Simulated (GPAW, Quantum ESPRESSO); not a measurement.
# Core-hole calculation of the O K edge in Ag2PdO2 (Immm)

Do two independent programs agree on the O K edge of Ag2PdO2 (Immm)? The same cell and functional are run with XSpectra and with GPAW.

Program: Quantum ESPRESSO 7.5. Level of theory: core-hole supercells, plane-wave PAW LDA (first program; GPAW 26.7.0 follows as the second). Results are calculated unless marked as measured.

### 1. The structure

The structure is orthorhombic, space group Immm (No. 71). The conventional cell has a = 3.008 Å, b = 4.555 Å, c = 9.898 Å, α = 90.00°, β = 90.00°, γ = 90.00°. Ag has 4 O at 2.28 to 2.65 Å nearest. Nearest to Pd lie 4 O at 2.03 Å. Nearest to O lie 2 Pd at 2.03 Å and 4 Ag at 2.28 to 2.65 Å. Farther neighbours and most contacts between anions are not listed.

As a file:

```cif
data_structure
_symmetry_space_group_name_H-M 'Immm'
_symmetry_Int_Tables_number 71
_cell_length_a 3.0080
_cell_length_b 4.5552
_cell_length_c 9.8977
_cell_angle_alpha 90.000
_cell_angle_beta 90.000
_cell_angle_gamma 90.000
_cell_volume 135.62
loop_
_atom_site_label
_atom_site_type_symbol
_atom_site_symmetry_multiplicity
_atom_site_Wyckoff_symbol
_atom_site_fract_x
_atom_site_fract_y
_atom_site_fract_z
_atom_site_occupancy
Ag1 Ag 4 i 0.00000 0.00000 0.64242 1
Pd1 Pd 2 a 0.00000 0.00000 0.00000 1
O1 O 4 j 0.00000 0.50000 0.63730 1
```

### 2. The field without a hole (Quantum ESPRESSO)

A plain self-consistent run shows whether there is a gap, which decides the set-up of the core-hole run.

The PAW data sets are made with ld1.x, with reconstruction data.

File scf.in:

```
&control
   calculation='scf', prefix='x', pseudo_dir='../pp', outdir='tmp', tprnfor=.true.
/
&system
   ibrav=0, nat=5, ntyp=4, nbnd=27
   ecutwfc=50, ecutrho=500
   occupations='smearing', smearing='mv', degauss=0.015
/
&electrons
   conv_thr=5.0e-08, electron_maxstep=120
   mixing_beta=0.5
/
ATOMIC_SPECIES
Ag 1.0 Ag.lda-n-kjpaw.UPF
Pd 1.0 Pd.lda-n-kjpaw.UPF
O3 1.0 O.lda-n-kjpaw.UPF
O 1.0 O.lda-n-kjpaw.UPF
CELL_PARAMETERS angstrom
  -1.50401500 2.27761500 4.94885000
  1.50401500 -2.27761500 4.94885000
  1.50401500 2.27761500 -4.94885000
ATOMIC_POSITIONS crystal
Ag   0.64242000 0.64242000 0.00000000
Ag   0.35758000 0.35758000 0.00000000
Pd   0.00000000 0.00000000 0.00000000
O3   0.13730000 0.63730000 0.50000000
O    0.86270000 0.36270000 0.50000000
K_POINTS automatic
11 11 11 0 0 0
```

Command:

```bash
$ OMP_NUM_THREADS=1 mpirun --oversubscribe --bind-to none -np 4 pw.x -nk 4 -in scf.in > scf.out
```

The program printed:

```text
     [... banner and references ...]
using ibrav=0 with symmetry is DISCOURAGED, use correct ibrav instead

     G-vector sticks info
     --------------------

     Using Slab Decomposition

     bravais-lattice index     =            0
     lattice parameter (alat)  =      10.6800  a.u.
     unit-cell volume          =     457.6077 (a.u.)^3
     number of atoms/cell      =            5
     number of atomic types    =            4
     number of electrons       =        44.00
     number of Kohn-Sham states=           27
     kinetic-energy cutoff     =      50.0000  Ry
     charge density cutoff     =     500.0000  Ry
     scf convergence threshold =      5.0E-08
     mixing beta               =       0.5000
     number of iterations used =            8  plain     mixing
     Exchange-correlation= SLA  PZ   NOGX NOGC
                           (   1   1   0   0   0   0   0)

     celldm(1)=  10.679997  celldm(2)=   0.000000  celldm(3)=   0.000000
     celldm(4)=   0.000000  celldm(5)=   0.000000  celldm(6)=   0.000000

     crystal axes: (cart. coord. in units of alat)
               a(1) = (  -0.266121   0.403003   0.875653 )
               a(2) = (   0.266121  -0.403003   0.875653 )
               a(3) = (   0.266121   0.403003  -0.875653 )

     reciprocal axes: (cart. coord. in units 2 pi/alat)
               b(1) = (  0.000000  1.240686  0.571002 )
               b(2) = (  1.878841 -0.000000  0.571002 )
               b(3) = (  1.878841  1.240686  0.000000 )

     PseudoPot. #1 for Ag:     Pseudo is Projector augmented-wave + core cor, Zval = 11.0

     PseudoPot. #2 for Pd:     Pseudo is Projector augmented-wave + core cor, Zval = 10.0

     ../pp/O.lda-n-kjpaw.UPF
     Pseudo is Projector augmented-wave + core cor, Zval =  6.0
     Shape of augmentation charge: PSQ
     Using radial grid of 1095 points,  4 beta functions with:
                l(1) =   0
                l(2) =   0
                l(3) =   1
                l(4) =   1
     Q(r) pseudized with 0 coefficients

     ../pp/O.lda-n-kjpaw.UPF
     Pseudo is Projector augmented-wave + core cor, Zval =  6.0
     Shape of augmentation charge: PSQ
     Using radial grid of 1095 points,  4 beta functions with:
                l(1) =   0
                l(2) =   0
                l(3) =   1
                l(4) =   1
     Q(r) pseudized with 0 coefficients

     atomic species   valence    mass     pseudopotential
     Ag               11.00     1.00000     Ag( 1.00)
     Pd               10.00     1.00000     Pd( 1.00)
     O3                6.00     1.00000     O ( 1.00)
     O                 6.00     1.00000     O ( 1.00)

      4 Sym. Ops. (no inversion) found

   Cartesian axes

     site n.     atom                  positions (alat units)
         1        Ag     tau(   1) = (   0.0000000  -0.0000000   1.1250740  )
         2        Ag     tau(   2) = (   0.0000000  -0.0000000   0.6262320  )
         3        Pd     tau(   3) = (   0.0000000   0.0000000   0.0000000  )
         4        O3     tau(   4) = (   0.2661215   0.0000000   0.2404543  )
         5        O      tau(   5) = (   0.0000000   0.4030028   0.6351987  )

     number of k points=   216  Marzari-Vanderbilt smearing, width (Ry)=  0.0150

     Number of k-points >= 100: set verbosity='high' to print them.

     Dense  grid:    86405 G-vectors     FFT dimensions: (  75,  75,  75)

     Smooth grid:    21805 G-vectors     FFT dimensions: (  50,  50,  50)

     Initial potential from superposition of free atoms

     starting charge      43.9990, renormalised to      44.0000
     Starting wfcs are   35 randomized atomic wfcs
     Checking if some PAW data can be deallocated...

     per-process dynamical memory:   139.4 Mb

     Self-consistent Calculation

     iteration #  1     ecut=    50.00 Ry     beta= 0.50
     Davidson diagonalization with overlap
     ethr =  1.00E-02,  avg # of iterations =  3.1
     Minimization algorithm failed to find Fermi energy: reverting to bisection
     Possible cause: smearing is larger than the electronic band-gap.

     total energy              =   -1093.08371998 Ry
     estimated scf accuracy    <       1.18963982 Ry

     iteration #  2     ecut=    50.00 Ry     beta= 0.50
     Davidson diagonalization with overlap
     ethr =  2.70E-03,  avg # of iterations =  3.2

     total energy              =   -1093.38775089 Ry
     estimated scf accuracy    <       2.33193583 Ry

     iteration #  3     ecut=    50.00 Ry     beta= 0.50
     Davidson diagonalization with overlap
     ethr =  2.70E-03,  avg # of iterations =  2.0

     total energy              =   -1093.68793872 Ry
     estimated scf accuracy    <       0.03853105 Ry

     iteration #  4     ecut=    50.00 Ry     beta= 0.50
     Davidson diagonalization with overlap
     ethr =  8.76E-05,  avg # of iterations =  6.4

     total energy              =   -1093.70815860 Ry
     estimated scf accuracy    <       0.00597598 Ry

     iteration #  5     ecut=    50.00 Ry     beta= 0.50
     Davidson diagonalization with overlap
     ethr =  1.36E-05,  avg # of iterations =  5.7

     total energy              =   -1093.70928065 Ry
     estimated scf accuracy    <       0.00237153 Ry

[...]
total energy              =   -1093.70960538 Ry
[...]
total energy              =   -1093.70963434 Ry
[...]
total energy              =   -1093.70964386 Ry
[...]
iteration #  9     ecut=    50.00 Ry     beta= 0.50
     Davidson diagonalization with overlap
     ethr =  1.95E-08,  avg # of iterations =  2.2

     total energy              =   -1093.70964579 Ry
     estimated scf accuracy    <       0.00000056 Ry

     iteration # 10     ecut=    50.00 Ry     beta= 0.50
     Davidson diagonalization with overlap
     ethr =  1.28E-09,  avg # of iterations =  4.5

     total energy              =   -1093.70964610 Ry
     estimated scf accuracy    <       0.00000012 Ry

     iteration # 11     ecut=    50.00 Ry     beta= 0.50
     Davidson diagonalization with overlap
     ethr =  2.68E-10,  avg # of iterations =  1.5

     End of self-consistent calculation

     Number of k-points >= 100: set verbosity='high' to print the bands.

     the Fermi energy is    10.3143 ev

!    total energy              =   -1093.70964608 Ry
     total all-electron energy =    -31626.701216 Ry
     estimated scf accuracy    <       0.00000004 Ry
     smearing contrib. (-TS)   =       0.00125937 Ry
     internal energy E=F+TS    =   -1093.71090544 Ry

     The total energy is F=E-TS. E is the sum of the following terms:
     one-electron contribution =      -9.82332984 Ry
     hartree contribution      =      56.37586404 Ry
     xc contribution           =     -79.95419391 Ry
     ewald contribution        =    -250.61601294 Ry
     one-center paw contrib.   =    -809.69323280 Ry

     convergence has been achieved in  11 iterations

     Forces acting on atoms (cartesian axes, Ry/au):

     atom    1 type  1   force =     0.00000000    0.00000000   -0.00489569
     atom    2 type  1   force =    -0.00000000    0.00000000    0.00491285
     atom    3 type  2   force =    -0.00000000   -0.00000000   -0.00000152
     atom    4 type  3   force =     0.00000000   -0.00000000    0.00643090
     atom    5 type  4   force =     0.00000000    0.00000000   -0.00644653

     Total force =     0.011446     Total SCF correction =     0.000436

     XML data file, charge density, pseudopotentials, collected wavefunctions

=------------------------------------------------------------------------------=
   JOB DONE.
=------------------------------------------------------------------------------=
```

Run time: 79 s. Hardware: 4 MPI ranks of AMD EPYC 9R14 (Zen 4), shared host; peak memory 0.24 GiB; 5.3 min of CPU time.

Absorbing atoms carry a label of their own (element plus a letter or digit), as the spectrum program needs them as separate species.

The mesh shows no gap, so the system is treated as a metal and the core electron is put at the Fermi level (neutral cell).

### 3. Spectrum without a core hole,  (Quantum ESPRESSO)

This cheap baseline ignores the attraction of the hole: it shows the absorber's empty states as they are in the ground state.

File xspectra.in:

```
&input_xspectra
   calculation='xanes_dipole', edge='K'
   prefix='x', outdir='tmp', xiabs=3, xe0=10.3143
   xonly_plot=.false., x_save_file='xanes.sav'
   xniter=3000, xcheck_conv=20, xerror=0.005
   xcoordcrys=.false., xepsilon(1)=1, xepsilon(2)=0, xepsilon(3)=0
/
&plot
   xnepoint=413, xemin=-10, xemax=45, terminator=.true., cut_occ_states=.true.
   xgamma=0.4
/
&pseudos
   filecore='../O.wfc'
/
&cut_occ
   cut_desmooth=0.1, cut_stepl=0.05, cut_stepu=0.05, cut_ierror=1e-5
/
12 12 12 0 0 0
```

Command:

```bash
$ OMP_NUM_THREADS=1 mpirun --oversubscribe --bind-to none -np 4 xspectra.x -nk 4 -in xspectra.in > xspectra.out
```

The program printed:

```text
     [... banner and references ...]
Reading input_file

     calculation: xanes_dipole

     xepsilon  [cartesian coordinates]:   1.000000   0.000000   0.000000

     xonly_plot: FALSE
        => complete calculation: Lanczos + spectrum plot

     filecore (core-wavefunction file): ../O.wfc

     main plot parameters:
        cut_occ_states: TRUE
        gamma_mode:  constant
        -> using xgamma [eV]:  0.40
        xemin [eV]: -10.00
        xemax [eV]:  45.00
        xnepoint:  413
        xe0 [eV]:  10.314300 (energy zero read in input file)

[...]
|-------------------------------------------------------------
 okvan= T
        |   Norm of the initial Lanczos vector: 0.11467750E+00
[...]
!   => CONVERGED at iter    340 with error=  0.00212229
        |-------------------------------------------------------------
     [... 293 further k-points ...]
        ! k-point #   296:  ( 1.0960,  0.9305,  0.0952),  0.0012,   1
        |-------------------------------------------------------------
 okvan= T
        |   Norm of the initial Lanczos vector: 0.11467469E+00
[...]
|   Estimated error at iter    120:   0.11343339
        |   Estimated error at iter    140:   0.06613013
```

Run time: 7.3 min. Hardware: 4 MPI ranks; peak memory 0.05 GiB.

The run was cut off at its time limit.

The time allowed ran out, so this step gives no result.

### 4. Supercell without a hole, the energy reference (Quantum ESPRESSO)

The photon energy needs a difference of total energies, so the cell and mesh of the coming hole run are first run without a hole.

File scf.in:

```
&control
   calculation='scf', prefix='x', pseudo_dir='../pp', outdir='tmp', tprnfor=.true.
/
&system
   ibrav=0, nat=10, ntyp=3, nbnd=54
   ecutwfc=50, ecutrho=500
   occupations='smearing', smearing='mv', degauss=0.015
/
&electrons
   conv_thr=1.0e-07, electron_maxstep=120
   mixing_beta=0.5
/
ATOMIC_SPECIES
Ag 1.0 Ag.lda-n-kjpaw.UPF
Pd 1.0 Pd.lda-n-kjpaw.UPF
O 1.0 O.lda-n-kjpaw.UPF
CELL_PARAMETERS angstrom
  3.00803000 -4.55523000 0.00000000
  3.00803000 4.55523000 0.00000000
  -1.50401500 2.27761500 4.94885000
ATOMIC_POSITIONS crystal
Ag   0.64242000 0.00000000 0.28484000
Ag   0.14242000 0.50000000 0.28484000
Ag   0.35758000 0.00000000 0.71516000
Ag   0.85758000 0.50000000 0.71516000
Pd   0.00000000 0.00000000 0.00000000
Pd   0.50000000 0.50000000 0.00000000
O    0.38730000 0.25000000 0.27460000
O    0.88730000 0.75000000 0.27460000
O    0.11270000 0.25000000 0.72540000
O    0.61270000 0.75000000 0.72540000
K_POINTS automatic
6 5 6 0 0 0
```

Command:

```bash
$ OMP_NUM_THREADS=1 mpirun --oversubscribe --bind-to none -np 4 pw.x -nk 4 -in scf.in > scf.out
```

The program printed:

```text
     [... banner and references ...]
[banner, memory and clock lines left out]
Found identity + (  0.5000  0.5000  0.0000) symmetry
     This is a supercell, fractional translations are disabled
     using ibrav=0 with symmetry is DISCOURAGED, use correct ibrav instead

     G-vector sticks info

     bravais-lattice index     =            0
     lattice parameter (alat)  =      10.3156  a.u.
     unit-cell volume          =     915.2155 (a.u.)^3
[...]
atom    1 type  1   force =     0.00000000    0.00000000   -0.00494534
     atom    2 type  1   force =     0.00000000    0.00000000   -0.00495845
     atom    3 type  1   force =     0.00000000    0.00000000    0.00494534
[...]
atom    9 type  3   force =    -0.00001663   -0.00000473   -0.00626526
     atom   10 type  3   force =     0.00001663    0.00000473   -0.00626526

     Total force =     0.015972     Total SCF correction =     0.000481

     XML data file, charge density, pseudopotentials, collected wavefunctions
[key lines of the parts left out:]
!    total energy              =   -2187.41959399 Ry
the Fermi energy is    10.3122 ev
convergence has been achieved in  11 iterations
```

Wall time 71 s (4 MPI ranks); peak memory 0.35 GiB; 4.7 min of CPU time.

Reference energy: -860606.387 eV with the cores included.

### 5. The atom with a core hole (Quantum ESPRESSO)

The final state has one core electron fewer, so a PAW data set is made for an atom with that hole.

File O.lda-n-kjpaw-1sch.ld1.in:

```
&input
   title='O', zed=8., rel=1, iswitch=3, dft='PZ',
   config='1s1 2s2 2p5'
/
&inputp
   file_pseudopw='O.lda-n-kjpaw-1sch.UPF', author='',
   lpaw=.true.,
   pseudotype=3,
   lloc=-1,
   rcloc=1.1,
   which_augfun='PSQ',
   rmatch_augfun_nc=.true.,
   nlcc=.true.,
   new_core_ps=.true.,
   rcore=0.7,
   tm=.true.,
   zval=7,
   lgipaw_reconstruction=.true., use_paw_as_gipaw=.true.
/
4
2S  1  0  2.00  0.00  1.00  1.30  0.0
2S  1  0  0.00  1.00  1.00  1.30  0.0
2P  2  1  5.00  0.00  0.90  1.35  0.0
2P  2  1  0.00  0.05  0.90  1.35  0.0
```

Command:

```bash
$ ld1.x < O.lda-n-kjpaw-1sch.ld1.in > O.lda-n-kjpaw-1sch.ld1.out
```

The program printed:

```text
     [... banner and references ...]
PAW data will be used for GIPAW calculation
     --------------------------- All-electron run ----------------------------

     O
     scalar relativistic calculation

     atomic number is  8.00
     dft =PZ   lsd =0 sic =0 latt =0  beta=0.20 tr2=1.0E-14
     Exchange-correlation= PZ
                           (   1   1   0   0   0   0   0)
     mesh =1095 r(mesh) =  99.04343 a.u. xmin = -7.00 dx = 0.01250
     1 Ry =  13.60569312 eV, c = 137.03599908

     n l     nl                  e(Ry)          e(Ha)          e(eV)
     1 0     1S 1( 1.00)       -41.9355       -20.9678      -570.5619
     2 0     2S 1( 2.00)        -1.9275        -0.9637       -26.2246
     2 1     2P 1( 5.00)        -0.8665        -0.4332       -11.7888

     final scf error:  4.0E-15 reached in  24 iterations

     Etot =    -110.050736 Ry,     -55.025368 Ha,   -1497.316544 eV

     Ekin =     109.503055 Ry,      54.751527 Ha,    1489.864957 eV
     Encl =    -270.735536 Ry,    -135.367768 Ha,   -3683.544616 eV
     Eh   =      63.959833 Ry,      31.979916 Ha,     870.217855 eV
     Exc  =     -12.778088 Ry,      -6.389044 Ha,    -173.854739 eV

     normalization and overlap integrals

     s(1S/1S) =  1.000000  <r> =   0.1934  <r2> =    0.0503  r(max) =   0.1266
     s(1S/2S) = -0.000240
     s(2S/2S) =  1.000000  <r> =   1.0741  <r2> =    1.4086  r(max) =   0.8151
     s(2P/2P) =  1.000000  <r> =   1.0981  <r2> =    1.6070  r(max) =   0.7104

     ------------------------ End of All-electron run ------------------------

     --------------------- Generating PAW atomic setup --------------------

      Generating local potential from pseudized AE potential:
      Matching radius rcloc =   1.1000

[...]
(   1   1   0   0   0   0   0)
     mesh =1095 r(mesh) =  99.04343 a.u. xmin = -7.00 dx = 0.01250
     1 Ry =  13.60569312 eV, c = 137.03599908

     n l     nl                  e(Ry)          e(Ha)          e(eV)
[...]
final scf error:  4.0E-15 reached in  24 iterations

     Etot =    -110.050736 Ry,     -55.025368 Ha,   -1497.316544 eV

     Ekin =     109.503055 Ry,      54.751527 Ha,    1489.864957 eV
     Encl =    -270.735536 Ry,    -135.367768 Ha,   -3683.544616 eV
     Eh   =      63.959833 Ry,      31.979916 Ha,     870.217855 eV
     Exc  =     -12.778088 Ry,      -6.389044 Ha,    -173.854739 eV

     normalization and overlap integrals

     s(1S/1S) =  1.000000  <r> =   0.1934  <r2> =    0.0503  r(max) =   0.1266
     s(1S/2S) = -0.000240
     s(2S/2S) =  1.000000  <r> =   1.0741  <r2> =    1.4086  r(max) =   0.8151
     s(2P/2P) =  1.000000  <r> =   1.0981  <r2> =    1.6070  r(max) =   0.7104

     ------------------------ End of All-electron run ------------------------

     ---------------------- Testing the pseudopotential ----------------------

     O
     scalar relativistic calculation

     atomic number is  8.00   valence charge is  7.00
     dft = SLA  PZ   NOGX NOGC   lsd =0 sic =0 latt =0  beta=0.20 tr2=1.0E-14
     mesh =1095 r(mesh) =  99.04343 xmin = -7.00 dx = 0.01250

     n l     nl             e AE (Ry)        e PS (Ry)    De AE-PS (Ry)
     1 0     2S   1( 2.00)       -1.92747       -1.92748        0.00000
     2 1     2P   1( 5.00)       -0.86646       -0.86647        0.00001

     eps = 5.9E-18  iter =  4

     Etot =    -110.050736 Ry,     -55.025368 Ha,   -1497.316544 eV
     Etotps =   -50.907907 Ry,     -25.453954 Ha,    -692.637362 eV

     Ekin =      48.297585 Ry,      24.148792 Ha,     657.122117 eV
     Encl =    -128.150435 Ry,     -64.075217 Ha,   -1743.575486 eV
     Ehrt =      41.723026 Ry,      20.861513 Ha,     567.670689 eV
     Ecxc =     -12.778083 Ry,      -6.389042 Ha,    -173.854681 eV
     (Ecc =      -0.066544 Ry,      -0.033272 Ha,      -0.905381 eV)

     ---------------------- End of pseudopotential test ----------------------
```

Elapsed: 0.83 s, on 1 MPI rank; peak memory 0.13 GiB.

Removing the core electron and adding it to the valence shell costs the free atom 530.6 eV.

(Part 1 of 3 ends here.)

[Banner, clock and machine lines of the logs are left out without a mark of their own.]

[Logs are printed without paths, hosts, clocks, repeated set-up lines and the standing remarks that a program may print on its own settings, such as how far it seeks lower states.]

[Hosts, paths, dates, database ids (printed as entryN), source tags and the programs' standing remarks are cut or masked in the printed files.]

[Lists of maxima count a maximum above −3 eV only where it reaches 4 % of the highest in the window and stands out from its surroundings by 2 % of it (1.5 % where it reaches 55 %); shoulders and weaker maxima are passed over, and of the rest the first, up to two pre-edge ones and the few strongest are named.]
